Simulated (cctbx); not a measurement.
## X-rays or neutrons for the lightest atoms?

Cell a = 5.3460 Å, b = 5.3460 Å, c = 38.6960 Å, α = 90.00°, β = 90.00°, γ = 90.00°; space group I4/mmm (no. 139); content Pr8 Ba16 O2 H4. The heavier atoms are placed; H is still missing.

The data are simulated with cctbx, not measured: Mo Kα, λ = 0.71073 Å, to d = 0.6 Å, 50 % of the full sphere, strongest reflection 70000 counts, noise from counting, a 4 % proportional error and a noise floor of 15 counts (s.d.); no absorption.

Refinement without H (map in e/Å³):

```text
Rint 0.036, 868 unique reflections to 0.60 A
cycle     R1     wR2    GooF  max shift (A)
   1  0.2009  0.4222  14.371   0.03503
   2  0.0139  0.0281   0.957   0.00000
final R1 0.0139 wR2 0.0281 GooF 0.957  parameters 11  data/parameter 78.9
atom        x        y        z      Ueq    occ   su(xyz)  su(Uiso or U11)
Pr1    0.00000  0.00000  0.43340   0.0054  1.000  0.00001  0.0000
Pr2    0.50000  0.50000  0.32050   0.0057  1.000  0.00001  0.0000
Ba1    0.50000  0.50000  0.41571   0.0059  1.000  0.00001  0.0000
Ba2    0.00000  0.00000  0.33949   0.0053  1.000  0.00001  0.0000
Ba3    0.00000  0.50000  0.25000   0.0051  1.000  0.00000  0.0000
Ba4    0.00000  0.50000  0.00000   0.0052  1.000  0.00000  0.0000
O1     0.00000  0.00000  0.00000   0.0101  1.000  0.00000  0.0007
difference map: max 2.41 min -1.65 rms 0.27
Q1    0.0000  0.0000  0.2719    4    2.44  2.62 A from Ba2
Q2    0.0000  0.0000  0.3673    4    1.90  1.08 A from Ba2
Q3    0.0000  0.0000  0.1254    4    1.73  1.59 A from Ba1
Q4    0.0000  0.0000  0.5000    2    1.56  2.58 A from Pr1
Q5    0.0000  0.0000  0.2320    4    1.38  2.03 A from Pr2
Q6    0.0000  0.5000  0.0821    8    1.33  2.67 A from Ba1
Q7    0.0000  0.5000  0.0595    8    1.32  2.30 A from Ba4
Q8    0.0000  0.0000  0.1425    4    1.16  1.43 A from Pr2
```

The data are simulated with cctbx, not measured: neutrons of λ = 1.17 Å, to d = 0.8 Å, 50 % of the full sphere, strongest reflection 5000 counts, noise from counting, a 4 % proportional error and a noise floor of 15 counts (s.d.); no absorption.

Refinement without H (map in fm/Å³; only maxima are listed):

```text
Rint 0.051, 399 unique reflections to 0.80 A
cycle     R1     wR2    GooF  max shift (A)
   1  0.2297  0.4372  11.058   0.01676
   2  0.1952  0.3596   9.095   0.00026
final R1 0.1951 wR2 0.3596 GooF 9.095  parameters 11  data/parameter 36.3
atom        x        y        z      Ueq    occ   su(xyz)  su(Uiso or U11)
Pr1    0.00000  0.00000  0.43358   0.0013  1.000  0.00020  0.0019
Pr2    0.50000  0.50000  0.32042   0.0096  1.000  0.00025  0.0021
Ba1    0.50000  0.50000  0.41587   0.0095  1.000  0.00021  0.0020
Ba2    0.00000  0.00000  0.33909   0.0011  1.000  0.00018  0.0018
Ba3    0.00000  0.50000  0.25000   0.0049  1.000  0.00000  0.0018
Ba4    0.00000  0.50000  0.00000   0.0041  1.000  0.00000  0.0018
O1     0.00000  0.00000  0.00000   0.0042  1.000  0.00000  0.0021
difference map: max 4.48 min -15.15 rms 0.45
Q1    0.0000  0.0000  0.1402    4    4.48  1.52 A from Pr2
Q2    0.0000  0.0000  0.0847    4    4.17  0.02 A from Ba1
Q3    0.0000  0.0000  0.2009    4    3.21  0.82 A from Pr2
Q4    0.0000  0.0000  0.3935    4    2.98  1.55 A from Pr1
Q5    0.0000  0.0000  0.3241    4    2.63  0.58 A from Ba2
Q6    0.0000  0.0000  0.4614    4    2.12  1.08 A from Pr1
Q7    0.0000  0.5000  0.0000    4    1.84  0.00 A from Ba4
Q8    0.0808  0.0808  0.0000    8    1.47  0.61 A from O1
```

**Question.** Where is H, and which data fix it better?

H sits at (0, 0, 0.2693). Adding it takes R1 from 0.014 to 0.013 with X-rays and from 0.195 to 0.019 with neutrons. Its largest coordinate s.u. is 0.00162 with X-rays and 0.00004 with neutrons, so neutrons fix it better in these data. In the X-ray map Q1 marks it. No listed neutron peak is on it. Natural H has a negative scattering length, so it shows as a hole in the neutron map (minimum -15.2), not among the maxima.

Final neutron refinement:

```text
Rint 0.051, 399 unique reflections to 0.80 A
cycle     R1     wR2    GooF  max shift (A)
   1  0.1227  0.2522   6.395   0.02248
   2  0.0193  0.0353   0.895   0.00000
final R1 0.0193 wR2 0.0353 GooF 0.895  parameters 13  data/parameter 30.7
atom        x        y        z      Ueq    occ   su(xyz)  su(Uiso or U11)
Pr1    0.00000  0.00000  0.43338   0.0055  1.000  0.00002  0.0002
Pr2    0.50000  0.50000  0.32050   0.0055  1.000  0.00002  0.0002
Ba1    0.50000  0.50000  0.41572   0.0059  1.000  0.00002  0.0002
Ba2    0.00000  0.00000  0.33950   0.0052  1.000  0.00002  0.0002
Ba3    0.00000  0.50000  0.25000   0.0052  1.000  0.00000  0.0002
Ba4    0.00000  0.50000  0.00000   0.0055  1.000  0.00000  0.0002
O1     0.00000  0.00000  0.00000   0.0106  1.000  0.00000  0.0002
H1     0.00000  0.00000  0.26925   0.0222  1.000  0.00004  0.0003
difference map: max 0.30 min -0.32 rms 0.07
Q1    0.0000  0.2733  0.0604   16    0.30  1.73 A from Ba1
Q2    0.1568  0.1568  0.3636   16    0.28  1.51 A from Ba2
Q3    0.0000  0.0000  0.1589    4    0.28  0.80 A from Pr2
Q4    0.0685  0.3962  0.5000   16    0.24  0.67 A from Ba4
Q5    0.1100  0.1100  0.5000    8    0.23  2.17 A from Ba4
Q6    0.0000  0.0000  0.2464    4    0.23  0.88 A from H1
```

This is a model crystal, built by substitution and not relaxed, with assumed displacement parameters.

[Middle refinement cycles are left out of these outputs.]

[Logs are printed without paths, hosts, clocks, repeated set-up lines and the standing remarks that a program may print on its own settings, such as how far it seeks lower states.]
